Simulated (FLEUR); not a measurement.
**Magnetic state of Fe3Ge from several starts**

Does Fe3Ge prefer parallel or opposed moments?

Method: PBEsol; all-electron FLAPW, Dirac cores, scalar-relativistic bands, in FLEUR MaX-R8.1.

### 1. Starting point

Symmetry: Pm-3m, No. 221, cubic system. The conventional cell has a = 3.661 Å, b = 3.661 Å, c = 3.661 Å, α = 90.00°, β = 90.00°, γ = 90.00°. Fe has 4 Ge at 2.59 Å and 8 Fe at 2.59 Å nearest. Nearest to Ge lie 12 Fe at 2.59 Å. Farther neighbours are not listed.

The cell comes from a database of computed structures and need not be the stable phase.

### 2. Start 1: ferro +++

The parallel start is the test of whether parallel moments hold.

inpgen writes inp.xml from crystal.txt; cutoffs, mixing, functional, smearing and local orbitals are then set in the file. The k list default-1 (kpts.xml, not shown) is a Γ-centred 8×8×8 mesh; where the ranks do not divide the number of points, some are split in two of half the weight.

inp.xml

```
<?xml version="1.0" encoding="UTF-8" standalone="no"?>
<fleurInput fleurInputVersion="0.39">
   <comment>
      Fe3Ge
   </comment>
   <calculationSetup>
      <cutoffs Kmax="3.6" Gmax="10.8" GmaxXC="10.8" numbands="0"/>
      <scfLoop itmax="90" minDistance="0.00002" maxIterBroyd="15" imix="Anderson" alpha="0.05" precondParam="0.0" spinf="2.0" sdNocoIR="T"/>
      <coreElectrons ctail="T" frcor="F" kcrel="0" coretail_lmax="0"/>
      <xcFunctional name="PBEs" relativisticCorrections="F"/>
      <magnetism jspins="2"/>
      <soc l_soc="F" theta="0.0" phi="0.0" spav="F"/>
      <expertModes spex="0" secvar="F"/>
      <geometryOptimization l_f="F" forcealpha="1.0" forcemix="BFGS" epsdisp="0.00001" epsforce="0.00001"/>
      <ldaU l_linMix="F" mixParam="0.05" spinf="1.0"/>
   </calculationSetup>
   <cell>
      <bzIntegration valenceElectrons="62.0" mode="hist" fermiSmearingEnergy="0.00183747">
         <kPointListSelection listName="default-1"/>
         <xi:include xmlns:xi="http://www.w3.org/2001/XInclude" href="kpts.xml"> </xi:include>
      </bzIntegration>
      <xi:include xmlns:xi="http://www.w3.org/2001/XInclude" href="sym.xml"> </xi:include>
      <bulkLattice scale="1.0">
         <bravaisMatrix>
            <row-1>    6.9173434617558840     0.0000000000000000     0.0000000000000000</row-1>
            <row-2>    0.0000000000000000     6.9173434617558840     0.0000000000000000</row-2>
            <row-3>    0.0000000000000000     0.0000000000000000     6.9173434617558840</row-3>
         </bravaisMatrix>
      </bulkLattice>
   </cell>
   <atomSpecies>
      <species name="Iron (Fe) 2.800" element="Fe" atomicNumber="26">
         <mtSphere radius="2.38" gridPoints="787" logIncrement="0.016"/>
         <atomicCutoffs lmax="8" lnonsphr="6"/>
         <electronConfig flipSpins="F">
            <coreConfig>(1s1/2) (2s1/2) (2p1/2) (2p3/2)</coreConfig>
            <valenceConfig>(3s1/2) (3p1/2) (3p3/2) (4s1/2) (3d3/2) (3d5/2)</valenceConfig>
            <stateOccupation state="(3d3/2)" spinUp="1.4" spinDown="1.0"/>
            <stateOccupation state="(3d5/2)" spinUp="3.0" spinDown="0.6"/>
         </electronConfig>
         <energyParameters s="4" p="4" d="3" f="4"/>
         <lo type="SCLO" l="0" n="3" eDeriv="0"/>
         <lo type="SCLO" l="1" n="3" eDeriv="0"/>
      </species>
      <species name="Germanium (Ge)" element="Ge" atomicNumber="32">
         <mtSphere radius="2.38" gridPoints="787" logIncrement="0.016"/>
         <atomicCutoffs lmax="8" lnonsphr="6"/>
         <electronConfig flipSpins="F">
            <coreConfig>(1s1/2) (2s1/2) (2p1/2) (2p3/2) (3s1/2) (3p1/2) (3p3/2)</coreConfig>
            <valenceConfig>(4s1/2) (3d3/2) (3d5/2) (4p1/2) (4p3/2)</valenceConfig>
            <stateOccupation state="(4p1/2)" spinUp="0.333333" spinDown="0.333333"/>
            <stateOccupation state="(4p3/2)" spinUp="0.666667" spinDown="0.666667"/>
         </electronConfig>
         <energyParameters s="4" p="4" d="3" f="4"/>
      </species>
   </atomSpecies>
   <atomGroups>
      <atomGroup species="Iron (Fe) 2.800">
         <relPos label="                   1">.0000000000 1.000/2.000 1.000/2.000</relPos>
         <relPos label="                   2">1.000/2.000 1.000/2.000 .0000000000</relPos>
         <relPos label="                   3">1.000/2.000 .0000000000 1.000/2.000</relPos>
         <force calculate="T" relaxXYZ="TTT"/>
      </atomGroup>
      <atomGroup species="Germanium (Ge)">
         <relPos label="                   4">.0000000000 .0000000000 .0000000000</relPos>
         <force calculate="T" relaxXYZ="TTT"/>
      </atomGroup>
   </atomGroups>
   <output dos="F" band="F" slice="F">
      <bandDOS minEnergy="-.5*Htr" maxEnergy="0.5*Htr" sigma="0.015" storeEVData="T"/>
      <plotting iplot="0" polar="F">
         <plot TwoD="T" vec1="  1.0  0.0  0.0" vec2="  0.0  1.0  0.0" vec3="  0.0  0.0  1.0" zero="  0.0  0.0  0.0" file="plot"/>
      </plotting>
      <moessbauerParams electricFieldGradient="F" isomerShift="F" coreHyperfine="F" valenceHyperfine="F"/>
   </output>
</fleurInput>
```

crystal.txt

```
Fe3Ge
&input film=F cartesian=F /
3.66050052000  0.00000000000  0.00000000000
0.00000000000  3.66050052000  0.00000000000
0.00000000000  0.00000000000  3.66050052000
1.8897261246
1.0 1.0 1.0

4
26 0.00000000000  0.50000000000  0.50000000000 : 2.800
26 0.50000000000  0.50000000000  0.00000000000 : 2.800
26 0.50000000000  0.00000000000  0.50000000000 : 2.800
32 0.00000000000  0.00000000000  0.00000000000

&kpt div1=8 div2=8 div3=8 gamma=T /
```

Command:

```bash
$ OMP_NUM_THREADS=1 inpgen -f crystal.txt > inpgen.log  # inp.xml is then edited as shown
$ OMP_NUM_THREADS=1 mpirun -n 4 fleur_MPI > fleur.log
```

The program printed:

```text
Welcome to FLEUR        (www.flapw.de)
      MaX-Release 8.1          (www.max-centre.eu)

 ========== k-point set info ==========
 Selected k-point list: default-1
 k-point list type: mesh
 0 x 0 x 0
 Number of k points: 36

 ------------Calculation Setup---------------------------
 Number of MPI-tasks      :            4
 Number of PE/node        :            4
 Number of OMP-threads    :            1
 k-points in parallel     :            4
 pe's per k-point         :            1
 No of k-point loops      :            9
 Eigenvalue solver        :       lapack
 Number of basis functions:          304
 Approximate size of matrices (H+S) per k-point:         0.001 GB
 --------------------------------------------------------
 Iteration:     1   Distance:      12.18490684 me/bohr^3
 Iteration:     2   Distance:      11.64520950 me/bohr^3
 Iteration:     3   Distance:       6.79218219 me/bohr^3
 Iteration:     4   Distance:       4.11519767 me/bohr^3
 Iteration:     5   Distance:       3.56265967 me/bohr^3
 Iteration:     6   Distance:       1.31215773 me/bohr^3
 Iteration:     7   Distance:       1.00688112 me/bohr^3
 Iteration:     8   Distance:       0.82919072 me/bohr^3
 Iteration:     9   Distance:       0.34043711 me/bohr^3
 Iteration:    10   Distance:       0.24546575 me/bohr^3
 Iteration:    11   Distance:       0.16474660 me/bohr^3
 Iteration:    12   Distance:       0.06096840 me/bohr^3
 Iteration:    13   Distance:       0.02180595 me/bohr^3
 Iteration:    14   Distance:       0.01864950 me/bohr^3
 Iteration:    15   Distance:       0.00450277 me/bohr^3
 Iteration:    16   Distance:       0.00434374 me/bohr^3
 Iteration:    17   Distance:       0.00140481 me/bohr^3
 Iteration:    18   Distance:       0.00080056 me/bohr^3
 Iteration:    19   Distance:       0.00041208 me/bohr^3
 Iteration:    20   Distance:       0.00010880 me/bohr^3
 Iteration:    21   Distance:       0.00009848 me/bohr^3
 Iteration:    22   Distance:       0.00003076 me/bohr^3
 Iteration:    23   Distance:       0.00000770 me/bohr^3

 ********************************************************************
 Run finished successfully
 Stop message:
   all done
 ********************************************************************

--- out.xml (last complete iteration) ---
<iteration numberForCurrentRun="   23" overallNumber="   23">
         <energyParameters units="Htr">
            <atomicEP atomType="1" spin="1" branch="4s" branchLowest="-2.85" branchHighest="1.68" value="0.2122434633"/>
            <atomicEP atomType="1" spin="1" branch="4p" branchLowest="-1.60" branchHighest="2.23" value="0.3455483097"/>
            <atomicEP atomType="1" spin="1" branch="3d" branchLowest="-9.99" branchHighest="0.40" value="0.2835574976"/>
            <atomicEP atomType="1" spin="1" branch="4f" branchLowest="-9.99" branchHighest="3.33" value="0.6591532267"/>
            <loAtomicEP atomType="1" spin="1" branch="3s" branchLowest="-29.47" branchHighest="-2.85" value="-2.8584630788"/>
            <loAtomicEP atomType="1" spin="1" branch="3p" branchLowest="-25.03" branchHighest="-1.60" value="-1.6165517820"/>
            <atomicEP atomType="2" spin="1" branch="4s" branchLowest="-5.64" branchHighest="0.78" value="0.0150060372"/>
            <atomicEP atomType="2" spin="1" branch="4p" branchLowest="-3.71" branchHighest="1.40" value="0.2426869177"/>
            <atomicEP atomType="2" spin="1" branch="3d" branchLowest="-9.99" branchHighest="-0.53" value="-0.5371927286"/>
            <atomicEP atomType="2" spin="1" branch="4f" branchLowest="-9.99" branchHighest="3.24" value="0.6120650238"/>
            <atomicEP atomType="1" spin="2" branch="4s" branchLowest="-2.76" branchHighest="1.75" value="0.2157699319"/>
            <atomicEP atomType="1" spin="2" branch="4p" branchLowest="-1.51" branchHighest="2.29" value="0.3439569066"/>
            <atomicEP atomType="1" spin="2" branch="3d" branchLowest="-9.99" branchHighest="0.49" value="0.3491403131"/>
            <atomicEP atomType="1" spin="2" branch="4f" branchLowest="-9.99" branchHighest="3.39" value="0.6536659422"/>
            <loAtomicEP atomType="1" spin="2" branch="3s" branchLowest="-29.43" branchHighest="-2.76" value="-2.7647159400"/>
            <loAtomicEP atomType="1" spin="2" branch="3p" branchLowest="-24.99" branchHighest="-1.51" value="-1.5250650926"/>
            <atomicEP atomType="2" spin="2" branch="4s" branchLowest="-5.64" branchHighest="0.77" value="0.0038357896"/>
            <atomicEP atomType="2" spin="2" branch="4p" branchLowest="-3.71" branchHighest="1.39" value="0.2299173620"/>
            <atomicEP atomType="2" spin="2" branch="3d" branchLowest="-9.99" branchHighest="-0.53" value="-0.5381395589"/>
            <atomicEP atomType="2" spin="2" branch="4f" branchLowest="-9.99" branchHighest="3.23" value="0.5985419151"/>
         </energyParameters>
         <bandgap value="0.0203393656" units="eV"/>
         <sumValenceSingleParticleEnergies value="-43.3570646093" units="Htr"/>
         <FermiEnergy value="0.3802175178" units="Htr"/>
         <valenceDensity>
            <mtCharges spin="1">
               <mtCharge atomType="1" total="8.6979378" s="1.2017419" p="3.2173615" d="4.2588119" f="0.0155904"/>
               <mtCharge atomType="2" total="6.2626503" s="0.5725814" p="0.6367671" d="5.0268883" f="0.0202791"/>
            </mtCharges>
            <mtCharges spin="2">
               <mtCharge atomType="1" total="6.4441631" s="1.1981297" p="3.2232207" d="2.0056694" f="0.0142666"/>
               <mtCharge atomType="2" total="6.3972915" s="0.5707254" p="0.7889114" d="5.0183072" f="0.0155127"/>
            </mtCharges>
            <spinDependentCharge spin="1" total="34.2725487" interstitial="1.9160849" mtSpheres="32.3564638"/>
            <spinDependentCharge spin="2" total="27.7274513" interstitial="1.9976705" mtSpheres="25.7297808"/>
            <totalCharge value="62.0000000000"/>
         </valenceDensity>
         <coreStates atomType="     1" atomicNumber=" 26" spin="1" kinEnergy="    573.9159645400" eigValSum="   -360.8245368091" lostElectrons=" 0.000000">
            <state n="1" l="0" j="0.5" energy="-256.2580056510" weight="1.0000000000"/>
            <state n="2" l="0" j="0.5" energy="-29.4747836097" weight="1.0000000000"/>
            <state n="2" l="1" j="0.5" energy="-25.3356007476" weight="1.0000000000"/>
            <state n="2" l="1" j="1.5" energy="-24.8780734004" weight="2.0000000000"/>
         </coreStates>
         <coreStates atomType="     1" atomicNumber=" 26" spin="2" kinEnergy="    574.3555217572" eigValSum="   -360.6827794913" lostElectrons=" 0.000000">
            <state n="1" l="0" j="0.5" energy="-256.2580703838" weight="1.0000000000"/>
            <state n="2" l="0" j="0.5" energy="-29.4315371299" weight="1.0000000000"/>
            <state n="2" l="1" j="0.5" energy="-25.3033678831" weight="1.0000000000"/>
            <state n="2" l="1" j="1.5" energy="-24.8449020473" weight="2.0000000000"/>
         </coreStates>
         <coreStates atomType="     2" atomicNumber=" 32" spin="1" kinEnergy="    992.2164375271" eigValSum="   -598.8827958118" lostElectrons=" 0.000192">
            <state n="1" l="0" j="0.5" energy="-401.8274540050" weight="1.0000000000"/>
            <state n="2" l="0" j="0.5" energy="-49.8196148358" weight="1.0000000000"/>
            <state n="2" l="1" j="0.5" energy="-44.2670459038" weight="1.0000000000"/>
            <state n="2" l="1" j="1.5" energy="-43.0972734421" weight="2.0000000000"/>
            <state n="3" l="0" j="0.5" energy="-5.6444719537" weight="1.0000000000"/>
            <state n="3" l="1" j="0.5" energy="-3.8147444849" weight="1.0000000000"/>
            <state n="3" l="1" j="1.5" energy="-3.6574588722" weight="2.0000000000"/>
         </coreStates>
         <coreStates atomType="     2" atomicNumber=" 32" spin="2" kinEnergy="    992.2129542504" eigValSum="   -598.8853332231" lostElectrons=" 0.000194">
            <state n="1" l="0" j="0.5" energy="-401.8278312043" weight="1.0000000000"/>
            <state n="2" l="0" j="0.5" energy="-49.8196630291" weight="1.0000000000"/>
            <state n="2" l="1" j="0.5" energy="-44.2672942504" weight="1.0000000000"/>
            <state n="2" l="1" j="1.5" energy="-43.0975085449" weight="2.0000000000"/>
            <state n="3" l="0" j="0.5" energy="-5.6447551555" weight="1.0000000000"/>
            <state n="3" l="1" j="0.5" energy="-3.8151065895" weight="1.0000000000"/>
            <state n="3" l="1" j="1.5" energy="-3.6578329523" weight="2.0000000000"/>
         </coreStates>
         <allElectronCharges>
            <spinDependentCharge spin="1" total="58.2725487" interstitial="1.9162613" mtSpheres="56.3562873"/>
            <spinDependentCharge spin="2" total="51.7274513" interstitial="1.9978489" mtSpheres="49.7296024"/>
            <totalCharge value="109.9999999876"/>
         </allElectronCharges>
         <magneticMomentsInMTSpheres units="muBohr">
            <globalMagMoment atomType="1" vec="0.00000   0.00000   2.25377"/>
            <localMagMoment atomType="1" vec="0.00000   0.00000   2.25377"/>
            <globalMagMoment atomType="2" vec="0.00000   0.00000  -0.13464"/>
            <localMagMoment atomType="2" vec="0.00000   0.00000  -0.13464"/>
         </magneticMomentsInMTSpheres>
         <moessbauerParams unitsHFF="kG" unitsIS="e/bohr^3" unitsEFG="Htr/bohr^2">
         </moessbauerParams>
         <totalEnergy value="    -5912.4913050501" units="Htr">
            <sumOfEigenvalues value="    -3405.6471425454">
               <coreElectrons value="-3362.2900779361"/>
               <valenceElectrons value="-43.3570646093"/>
            </sumOfEigenvalues>
            <densityCoulombPotentialIntegral value="-9095.9317749812"/>
            <densityEffectivePotentialIntegral value="-9413.7790964330"/>
            <chargeDenXCDenIntegral value="-242.5604689524"/>
            <FockExchangeEnergyValence value="0.0000000000"/>
            <FockExchangeEnergyCore value="0.0000000000"/>
            <atomTypeDependentContributions atomType="1">
               <electronNucleiInteractionDifferentMTs value="4562.2863526487"/>
               <MadelungTerm value="-27.6545598141"/>
            </atomTypeDependentContributions>
            <atomTypeDependentContributions atomType="2">
               <electronNucleiInteractionDifferentMTs value="2526.3096510394"/>
               <MadelungTerm value="-13.8463389925"/>
            </atomTypeDependentContributions>
            <tkbTimesEntropy value="0.0008196411"/>
            <freeEnergy value="-5912.4921246912"/>
            <extrapolationTo0K value="-5912.4917148706"/>
         </totalEnergy>
         <densityConvergence units="me/bohr^3">
            <chargeDensity spin="1" distance="0.0000037309"/>
            <chargeDensity spin="2" distance="0.0000060680"/>
            <overallChargeDensity distance="0.0000077042"/>
            <spinDensity distance="0.0000064905"/>
         </densityConvergence>
      </iteration>
```

Wall time 19 s (4 MPI ranks of AMD EPYC 9R14 (Zen 4), shared host); peak memory 0.24 GiB; 74 s of CPU time.

Spin moment in the muffin-tin sphere by atom:

```
atom  spin moment in the muffin-tin sphere (μB)
 Fe1                                       2.25
 Fe2                                       2.25
 Fe3                                       2.25
 Ge4                                      -0.13
```

Numbers from this step:

| Quantity | Value |
| --- | --- |
| free energy | -160887.1069 eV |
| program's band gap on this mesh (in a metal only a level spacing) | 0.02034 eV |
| magnetization | 6.545 μB |
| final state | ferromagnetic, with opposed induced moments |

After 23 cycles the largest moment stands at 2.25 μB.

[end of part 1 of 3]

[Logs and program files are shortened in this print: banners, set-up blocks, solver, clock and traceback lines can be left out without a mark of their own.]

[Logs are printed without paths, hosts, clocks, repeated set-up lines and the standing remarks that a program may print on its own settings, such as how far it seeks lower states.]

[Hosts, paths, dates, database ids (printed as entryN), source tags and the programs' standing remarks are cut or masked in the printed files.]

[Where a cell is said to come from a database of computed structures, the database is the Materials Project.]
